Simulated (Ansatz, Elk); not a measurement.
# Bonding as seen by X-rays: YTi

The structure of YTi used here is made up (a known structure type with other elements) and was relaxed beforehand with r2SCAN. The aim is the Fourier transform of its all-electron density, F(hkl), set beside the sum over free spherical atoms that refinements use.

Main program and level: Elk 11.2.3 (patched build); DFT, PBE, all-electron APW+lo, Dirac cores, scalar-relativistic bands, static density, no spin.

The structure was built from a prototype and need not be the compound's stable phase.

### 1. Set-up

Symmetry: Cmcm, No. 63, orthorhombic system. The conventional cell has a = 4.592 Å, b = 11.332 Å, c = 4.069 Å, α = 90.00°, β = 90.00°, γ = 90.00°. Y has 7 Ti at 3.14 to 3.40 Å nearest. Nearest to Ti lie 2 Ti at 2.59 Å and 7 Y at 3.14 to 3.40 Å. Farther neighbours are not listed.

### 2. Ground state and structure factors

An all-electron density is needed, since X-rays see the cores too. Task 0 finds the density and task 195 Fourier-transforms it; tshift is off so that phases refer to the origin typed.

Input file elk.in:

```
tasks
  0
  195

xctype
  20

spinpol
  .false.

rgkmax
  7.0

gmaxvr
  14.0

lmaxo
  7

lmaxapw
  8

swidth
  0.002

tshift
  .false.

ramdisk
  .false.

hmaxvr
  5.5

maxscl
  120

epspot
  1e-06

sppath
  './'

avec
  4.33866507016 -10.70734773924 0.00000000000
  4.33866507016 10.70734773924 0.00000000000
  0.00000000000 0.00000000000 7.68885144219

atoms
  2
  'Y.in'
  2
  0.1294515381 0.8705484619 0.2500000000   0.000000 0.000000 0.000000
  0.8705484619 0.1294515381 0.7500000000   0.000000 0.000000 0.000000
  'Ti.in'
  2
  0.4296236437 0.5703763563 0.2500000000   0.000000 0.000000 0.000000
  0.5703763563 0.4296236437 0.7500000000   0.000000 0.000000 0.000000

ngridk
  5 5 6
```

On the command line:

```sh
$ OMP_NUM_THREADS=4 elk
```

Numbers of over 12 decimals in the logs are rounded to 6 here.

What it wrote:

```text
┌─────────────────────────┐
│ Elk code version 11.2.3 │
└─────────────────────────┘

All units are atomic (Hartree, Bohr, etc.)

┌─────────────────────────────────────────────────┐
│ Ground-state run starting from atomic densities │
└─────────────────────────────────────────────────┘

Lattice vectors :
   4.338665070      -10.70734774       0.000000000
   4.338665070       10.70734774       0.000000000
   0.000000000       0.000000000       7.688851442

Reciprocal lattice vectors :
  0.7240919967     -0.2934053073       0.000000000
  0.7240919967      0.2934053073      -0.000000000
  -0.000000000       0.000000000      0.8171812597

Unit cell volume      :    714.3803469
Brillouin zone volume :   0.3472242966

Muffin-tin inner radius fraction :   0.1000000000E-01

Nuclei treated as point charges

Species : 1 (Y)
 parameters loaded from : Y.in
 name : yttrium
 nuclear charge    :   -39.00000000
 electronic charge :    39.00000000
 atomic mass :    162065.4503
 muffin-tin radius :    2.600000000
 number of radial points in muffin-tin :   1193
 inner part over the whole radius :   0.9871815862E-02
 number on inner part of muffin-tin    :    847
 approximate nuclear radius :   0.8135895711E-04
 number of mesh points to nuclear radius :    416
 atomic positions (lattice), magnetic fields (Cartesian) :
  1 :   0.12945154 -0.12945154  0.25000000    0.00000000  0.00000000  0.00000000
  2 :  -0.12945154  0.12945154 -0.25000000    0.00000000  0.00000000  0.00000000

Species : 2 (Ti)
 parameters loaded from : Ti.in
 name : titanium
 nuclear charge    :   -22.00000000
 electronic charge :    22.00000000
 atomic mass :    87256.20317
 muffin-tin radius :    2.400000000
 number of radial points in muffin-tin :    993
 inner part over the whole radius :   0.9985722337E-02
 number on inner part of muffin-tin    :    699
 approximate nuclear radius :   0.6805665174E-04
 number of mesh points to nuclear radius :    325
 atomic positions (lattice), magnetic fields (Cartesian) :
  1 :   0.42962364 -0.42962364  0.25000000    0.00000000  0.00000000  0.00000000
  2 :  -0.42962364  0.42962364 -0.25000000    0.00000000  0.00000000  0.00000000

Total number of atoms per unit cell :    4
Total muffin-tin volume :    263.0560249
 ratio of muffin-tin to unit cell volume :   0.3682296496

Spin treatment :
 spin-unpolarised

Number of Bravais lattice symmetries :    8
Number of crystal symmetries         :    8
Crystal has inversion symmetry
Real symmetric eigensolver will be used

k-point grid :      5     5     6
k-point offset :    0.000000000       0.000000000       0.000000000
k-point set is reduced with full crystal symmetry group
Total number of k-points :       36

Muffin-tin radius times maximum |G+k| :    7.000000000
 using average radius
Maximum |G+k| for APW functions       :    2.800000000
Maximum (1/2)|G+k|²                   :    3.920000000
Maximum |G| for potential and density :    14.00000000
Constant for pseudocharge density :    9
 order of it for each species :   16  16
 order of it for pair densities of each species (exact exchange by exxq0 0: 17) :   11   9
Radial integration step length :    1

G-vector grid sizes :     54    54    35
Number of G-vectors :    33075

Maximum angular momentum used for
 APW functions            :    8
 outer part of muffin-tin :    7
 inner part of muffin-tin :    2

Total nuclear charge    :   -122.0000000
Total core charge       :    76.00000000
Total valence charge    :    46.00000000
Total excess charge     :    0.000000000
Total electronic charge :    122.0000000

Effective Wigner radius, rₛ :    1.118133569

Number of empty states         :     16
Total number of valence states :     40
Total number of core states    :     76

Third-order local-orbitals added for an l without core states : T
Total number of local-orbitals :     62

Exchange-correlation functional :     20     0     0
 Perdew-Burke-Ernzerhof, Phys. Rev. Lett. 77, 3865 (1996)
 gradient requirement :    1
[...]
Madelung                    :     -10227.837238863
 xc potential                :     -405.42588311180
 exchange                    :     -298.22241464329
 correlation                 :     -5.842450
 electron entropic           :    -0.20915581339001E-02
 total energy                :     -8479.8028295437

Density of states at Fermi energy :    166.0031312
 (states/Hartree/unit cell)

Estimated indirect band gap :   0.6811772885E-03
 from k-point 9 to k-point 27
Estimated direct band gap   :   0.5762126169E-02
 at k-point 26

Charges :
 core                        :    76.00000000
 valence                     :    46.00000000
 interstitial                :    7.223176137
 muffin-tins (core leakage)
  species : 1 (Y)
   atom 1                    :    36.53000710     (  0.8898411984E-05)
   atom 2                    :    36.53000710     (  0.8898411984E-05)
  species : 2 (Ti)
[...]
total in muffin-tins        :    114.7768239
 total calculated charge     :    121.9999012
 total charge                :    122.0000000
 error                       :   0.9877084246E-04

RMS change in Kohn-Sham potential (target) :   0.2789794678     (  0.1000000000E-05)
Absolute change in total energy (target)   :   0.4586693079E-01 (  0.1000000000E-03)

[... loops 3 to 16 left out ...]

┌──────────────────┐
│ Loop number : 17 │
└──────────────────┘

Energies :
 Fermi                       :     0.221498
 sum of occupied eigenvalues :     -5003.5588511354
 electron kinetic            :      8709.3237495363
 core electron kinetic       :      8457.9996031486
 Coulomb                     :     -16884.541077016
 Coulomb potential           :     -13317.733793051
 nuclear-nuclear             :     -976.98817176736
 electron-nuclear            :     -18519.221248985
 Hartree                     :      2611.6683437357
 Madelung                    :     -10225.674180491
 xc potential                :     -395.14880762089
 exchange                    :     -297.93971115537
 correlation                 :     -5.839733
 electron entropic           :    -0.21313900196900E-02
 total energy                :     -8478.9989025474

Density of states at Fermi energy :    161.9291910
 (states/Hartree/unit cell)

Estimated indirect band gap :   0.2620094364E-03
 from k-point 8 to k-point 19
Estimated direct band gap   :   0.4037453542E-02
 at k-point 3

Charges :
 core                        :    76.00000000
 valence                     :    46.00000000
 interstitial                :    7.672136323
 muffin-tins (core leakage)
  species : 1 (Y)
[...]
species : 2 (Ti)
[...]
total in muffin-tins        :    114.3278637
 total calculated charge     :    121.9999572
 total charge                :    122.0000000
 error                       :   0.4275353534E-04

RMS change in Kohn-Sham potential (target) :   0.1416482635E-06 (  0.1000000000E-05)
Absolute change in total energy (target)   :   0.5688061538E-04 (  0.1000000000E-03)

Convergence targets achieved

┌──────────────────┐
│ Loop number : 18 │
└──────────────────┘

Energies :
 Fermi                       :     0.221498
 sum of occupied eigenvalues :     -5003.5588343386
 electron kinetic            :      8709.3237632582
 core electron kinetic       :      8457.9996108486
 Coulomb                     :     -16884.541080661
 Coulomb potential           :     -13317.733790628
 nuclear-nuclear             :     -976.98817176736
 electron-nuclear            :     -18519.221257703
 Hartree                     :      2611.6683488096
 Madelung                    :     -10225.674185347
 xc potential                :     -395.14880696872
 exchange                    :     -297.93971145030
 correlation                 :     -5.839733
 electron entropic           :    -0.21313910348129E-02
 total energy                :     -8478.9988927489

Density of states at Fermi energy :    161.9292910
 (states/Hartree/unit cell)

Estimated indirect band gap :   0.2620374804E-03
 from k-point 8 to k-point 19
Estimated direct band gap   :   0.4037445802E-02
 at k-point 3

Charges :
 core                        :    76.00000000
 valence                     :    46.00000000
 interstitial                :    7.672135557
 muffin-tins (core leakage)
  species : 1 (Y)
[...]
atom 2                    :    36.79434109     (  0.8628830606E-05)
  species : 2 (Ti)
   atom 1                    :    20.36959113     ( -0.2204234644E-06)
   atom 2                    :    20.36959113     ( -0.2204234644E-06)
 total in muffin-tins        :    114.3278644
 total calculated charge     :    121.9999572
 total charge                :    122.0000000
 error                       :   0.4275330605E-04

┌──────────────────────────────┐
│ Self-consistent loop stopped │
└──────────────────────────────┘

Wrote STATE.OUT
```

Run time: 26 s. Hardware: 4 threads of AMD EPYC 7B13 (Zen 3), shared host; peak memory 0.2 GiB; 68 s of CPU time.

SFACRHO.OUT:

```text

h k l indices transformed by vhmat matrix:
   1.000000000       0.000000000       0.000000000    
   0.000000000       1.000000000       0.000000000    
   0.000000000       0.000000000       1.000000000    

      h      k      l  multipl.   |H|            Re(F)            Im(F)           |F|

      0      0      0      1   0.0000000       122.00000      0.17420041E-15   122.00000    
      1     -1      0      2  0.58681061       21.682753      -0.0000000       21.682753    
      0      1      0      4  0.78127837       13.271936      0.14871028E-13   13.271936    
      0      0     -1      2  0.81718126      0.67761411E-14 -0.74355142E-14  0.10059968E-13
     -1      1     -1      2   1.0060477      -38.462061     -0.14871028E-13   38.462061    
      1     -1     -1      2   1.0060477       38.462061     -0.21067290E-13   38.462061    
      1      0     -1      4   1.1305667       60.781514      0.24785047E-14   60.781514    
      1      0      1      4   1.1305667      -60.781514     -0.99140189E-14   60.781514    
     -2      1      0      4   1.1397760      -56.900048     -0.99140189E-14   56.900048    
     -2      2      0      2   1.1736212      -69.093329     -0.42134580E-13   69.093329    
     -2      1     -1      4   1.4024530      -69.106245      -0.0000000       69.106245    
      1     -2     -1      4   1.4024530       69.106245     -0.24785047E-13   69.106245    
      2     -2     -1      2   1.4300951      -37.067762      0.49570094E-14   37.067762    
      2     -2      1      2   1.4300951       37.067762     -0.49570094E-14   37.067762    
     -1     -1      0      2   1.4481840       90.422431     -0.24759967E-13   90.422431    
      2      0      0      4   1.5625567       15.421752      -0.0000000       15.421752    
      0      0      2      2   1.6343625      -86.497807     -0.18179145E-15   86.497807    
      2     -3      0      4   1.6359939      -16.931374      0.29742057E-13   16.931374
```

Elk indexes on the primitive cell of elk.in and gives |H| = 4π sin θ/λ in inverse bohr. Below, one row stands for each form hkl of the conventional cell (m members, Friedel mates merged), F is for one primitive cell and the density is static (no thermal factor). Free-atom factors are Waasmaier and Kirfel's, and R is Σm||F|−|F'||/Σm|F|.

| hkl | m | sin θ/λ (Å⁻¹) | abs F, DFT | neutral atoms | diff. |
| --- | --- | --- | --- | --- | --- |
| 020 | 2 | 0.088 | 21.683 | 21.133 | +0.550 |
| 110 | 4 | 0.117 | 13.272 | 13.436 | -0.164 |
| 001 | 2 | 0.123 | 0.000 | 0.000 | +0.000 |
| 021 | 4 | 0.151 | 38.462 | 38.331 | +0.132 |
| 111 | 8 | 0.170 | 60.782 | 60.991 | -0.210 |
| 130 | 4 | 0.171 | 56.900 | 56.937 | -0.037 |
| 040 | 2 | 0.176 | 69.093 | 69.560 | -0.467 |
| 131 | 8 | 0.211 | 69.106 | 69.440 | -0.334 |
| 041 | 4 | 0.215 | 37.068 | 37.269 | -0.202 |
| 200 | 2 | 0.218 | 90.422 | 90.767 | -0.345 |
| 220 | 4 | 0.235 | 15.422 | 15.758 | -0.336 |
| 002 | 2 | 0.246 | 86.498 | 86.746 | -0.249 |
| 150 | 4 | 0.246 | 16.931 | 16.960 | -0.029 |
| 201 | 4 | 0.250 | 0.000 | 0.000 | +0.000 |

### 3. The highest occupied states alone

An energy window below the Fermi level keeps the highest occupied states, to see at which angles they scatter; shallow core shells can lie inside it and anion s states outside. No new self-consistency is needed.

elk.in, as its differences from that of step 2:

```diff
@@ -1,3 +1,2 @@
 tasks
-  0
   195
@@ -40,2 +39,5 @@
 
+wsfac
+  -0.329740 0.521500
+
 sppath
```

On the command line:

```sh
$ OMP_NUM_THREADS=4 elk
```

What it wrote:

```text
┌─────────────────────────────────┐
│ Elk code version 11.2.3 started │
└─────────────────────────────────┘

Info(readinput): the functional depends on the density's gradient
 muffin-tin radial points multiplied by    2.00000
 (not where nrmtscf is given)

┌────────────────────┐
│ Current task : 195 │
└────────────────────┘

Info(sfacrho): density structure factors written to SFACRHO.OUT

 Energy window :  -0.3297400000      0.5215000000

┌──────────────────┐
│ Elk code stopped │
└──────────────────┘
```

The job ended after 7.6 s (4 threads; peak memory 0.16 GiB).

States within 15 eV below the Fermi level hold 14.00 electrons; any levels below the window count with the cores. Their amplitudes can exceed the total, where window and core parts have opposite phase:

| hkl | sin θ/λ (Å⁻¹) | abs F, window | abs F, all |
| --- | --- | --- | --- |
| 020 | 0.088 | 3.584 | 21.683 |
| 110 | 0.117 | 2.625 | 13.272 |
| 001 | 0.123 | 0.000 | 0.000 |
| 021 | 0.151 | 1.415 | 38.462 |
| 111 | 0.170 | 1.038 | 60.782 |
| 130 | 0.171 | 0.761 | 56.900 |
| 040 | 0.176 | 0.272 | 69.093 |
| 131 | 0.211 | 1.450 | 69.106 |
| 041 | 0.215 | 1.410 | 37.068 |
| 200 | 0.218 | 1.448 | 90.422 |

### 4. Another functional

The difference from free atoms is small, so it is set against the change that LDA (Perdew-Wang) makes.

elk.in, as its differences from that of step 3:

```diff
@@ -1,2 +1,3 @@
 tasks
+  0
   195
@@ -4,3 +5,3 @@
 xctype
-  20
+  3
 
@@ -39,5 +40,2 @@
 
-wsfac
-  -0.329740 0.521500
-
 sppath
```

On the command line:

```sh
$ OMP_NUM_THREADS=4 elk
```

What it wrote:

```text
┌─────────────────────────┐
│ Elk code version 11.2.3 │
└─────────────────────────┘

All units are atomic (Hartree, Bohr, etc.)

┌─────────────────────────────────────────────────┐
│ Ground-state run starting from atomic densities │
└─────────────────────────────────────────────────┘

Lattice vectors :
   4.338665070      -10.70734774       0.000000000
   4.338665070       10.70734774       0.000000000
   0.000000000       0.000000000       7.688851442

Reciprocal lattice vectors :
  0.7240919967     -0.2934053073       0.000000000
[...]
valence                     :    46.00000000
 interstitial                :    7.600735282
 muffin-tins (core leakage)
  species : 1 (Y)
[...]
species : 2 (Ti)
   atom 1                    :    20.39277820     ( -0.3536573169E-05)
   atom 2                    :    20.39277820     ( -0.3536573169E-05)
 total in muffin-tins        :    114.3992647
 total calculated charge     :    121.9999648
 total charge                :    122.0000000
 error                       :   0.3519562465E-04

┌──────────────────────────────┐
│ Self-consistent loop stopped │
└──────────────────────────────┘

Wrote STATE.OUT
[key lines of the parts left out:]
total energy                :     -8467.7993416203
```

Wall time 16 s (4 threads); peak memory 0.16 GiB; 42 s of CPU time.

Against the first run R = 0.03 %; the largest change is -0.042 at 170.

### 5. Basis size

The basis and the expansions that go with it are enlarged, to see whether the differences are converged.

elk.in, as its differences from that of step 4:

```diff
@@ -5,3 +5,3 @@
 xctype
-  3
+  20
 
@@ -11,12 +11,12 @@
 rgkmax
-  7.0
+  8.5
 
 gmaxvr
-  14.0
+  18.0
 
 lmaxo
-  7
+  9
 
 lmaxapw
-  8
+  10
```

On the command line:

```sh
$ OMP_NUM_THREADS=4 elk
```

What it wrote:

```text
┌─────────────────────────┐
│ Elk code version 11.2.3 │
└─────────────────────────┘

All units are atomic (Hartree, Bohr, etc.)

┌─────────────────────────────────────────────────┐
│ Ground-state run starting from atomic densities │
└─────────────────────────────────────────────────┘

Lattice vectors :
   4.338665070      -10.70734774       0.000000000
   4.338665070       10.70734774       0.000000000
   0.000000000       0.000000000       7.688851442

Reciprocal lattice vectors :
  0.7240919967     -0.2934053073       0.000000000
[...]
valence                     :    46.00000000
 interstitial                :    7.637231421
 muffin-tins (core leakage)
  species : 1 (Y)
[...]
species : 2 (Ti)
   atom 1                    :    20.38215128     ( -0.2204233880E-06)
   atom 2                    :    20.38215128     ( -0.2204233880E-06)
 total in muffin-tins        :    114.3627686
 total calculated charge     :    121.9999784
 total charge                :    122.0000000
 error                       :   0.2158207361E-04

┌──────────────────────────────┐
│ Self-consistent loop stopped │
└──────────────────────────────┘

Wrote STATE.OUT
[key lines of the parts left out:]
total energy                :     -8479.0137503836
```

Run time: 56 s. Hardware: 4 threads; peak memory 0.37 GiB; 2.5 min of CPU time.

Against the first run R = 0.01 %; the largest change is -0.018 at 370.

### 6. A coarser k-mesh

About half the k-points along each axis test the sampling.

elk.in, as its differences from that of step 5:

```diff
@@ -11,12 +11,12 @@
 rgkmax
-  8.5
+  7.0
 
 gmaxvr
-  18.0
+  14.0
 
 lmaxo
-  9
+  7
 
 lmaxapw
-  10
+  8
 
@@ -60,2 +60,2 @@
 ngridk
-  5 5 6
+  2 2 3
```

On the command line:

```sh
$ OMP_NUM_THREADS=4 elk
```

What it wrote:

```text
┌─────────────────────────┐
│ Elk code version 11.2.3 │
└─────────────────────────┘

All units are atomic (Hartree, Bohr, etc.)

┌─────────────────────────────────────────────────┐
│ Ground-state run starting from atomic densities │
└─────────────────────────────────────────────────┘

Lattice vectors :
   4.338665070      -10.70734774       0.000000000
   4.338665070       10.70734774       0.000000000
   0.000000000       0.000000000       7.688851442

Reciprocal lattice vectors :
  0.7240919967     -0.2934053073       0.000000000
[...]
valence                     :    46.00000000
 interstitial                :    7.680503791
 muffin-tins (core leakage)
  species : 1 (Y)
[...]
species : 2 (Ti)
   atom 1                    :    20.37435449     ( -0.2204236047E-06)
   atom 2                    :    20.37435449     ( -0.2204236047E-06)
 total in muffin-tins        :    114.3194962
 total calculated charge     :    121.9999866
 total charge                :    122.0000000
 error                       :   0.1344901004E-04

┌──────────────────────────────┐
│ Self-consistent loop stopped │
└──────────────────────────────┘

Wrote STATE.OUT
[key lines of the parts left out:]
total energy                :     -8478.9957688848
```

Elapsed: 16 s, on 4 threads; peak memory 0.18 GiB.

Against the first run R = 0.02 %; the largest change is -0.037 at 200.

### 7. Settings against the effect

| run | R against the first run (%) | R against neutral atoms, low angle (%) | wall time |
| --- | --- | --- | --- |
| PBE, rgkmax 7 | 0.00 | 0.47 | 26 s |
| LDA (Perdew-Wang) | 0.03 | 0.47 | 16 s |
| rgkmax 8.5 with larger expansions | 0.01 | 0.46 | 56 s |
| k-mesh 2×2×3 | 0.02 | 0.47 | 16 s |

### 8. Summary of results

- R against neutral atoms, sin θ/λ < 0.3 Å⁻¹: 0.47 %
- R against neutral atoms, 0.3 to 0.63 Å⁻¹: 0.21 %

Independent neutral atoms miss the calculated amplitudes by R = 0.47 % below 0.3 Å⁻¹ and 0.21 % from there to 0.63 Å⁻¹; by shells, 1.82 % below 0.15 Å⁻¹ (2 forms), 0.44 % 0.15 to 0.3 (18 forms), 0.18 % 0.3 to 0.45 (38 forms), 0.22 % above 0.45 (84 forms). Bonding, aspherical density and the tables' own atoms all enter these figures, and the runs don't part them. The largest change of an amplitude is +0.55 electrons, at 020. The window's part falls from 14.0 electrons at the origin to at most 0.32 between 0.45 and 0.63 Å⁻¹. Below 0.3 Å⁻¹ the changes that finished (LDA (Perdew-Wang), rgkmax 8.5 with larger expansions and k-mesh 2×2×3) move F by R = 0.03 % at most, against the 0.47 % that separates it from free atoms. These runs have no spin, though d or f shells may be open. Part of the difference isn't bonding: the tables are fits to free atoms and ions calculated by other methods than this functional. Thermal motion, anomalous dispersion and extinction are left out.

[Logs are printed without paths, hosts, clocks, repeated set-up lines and the standing remarks that a program may print on its own settings, such as how far it seeks lower states.]

[Hosts, paths, dates, database ids (printed as entryN), source tags and the programs' standing remarks are cut or masked in the printed files.]
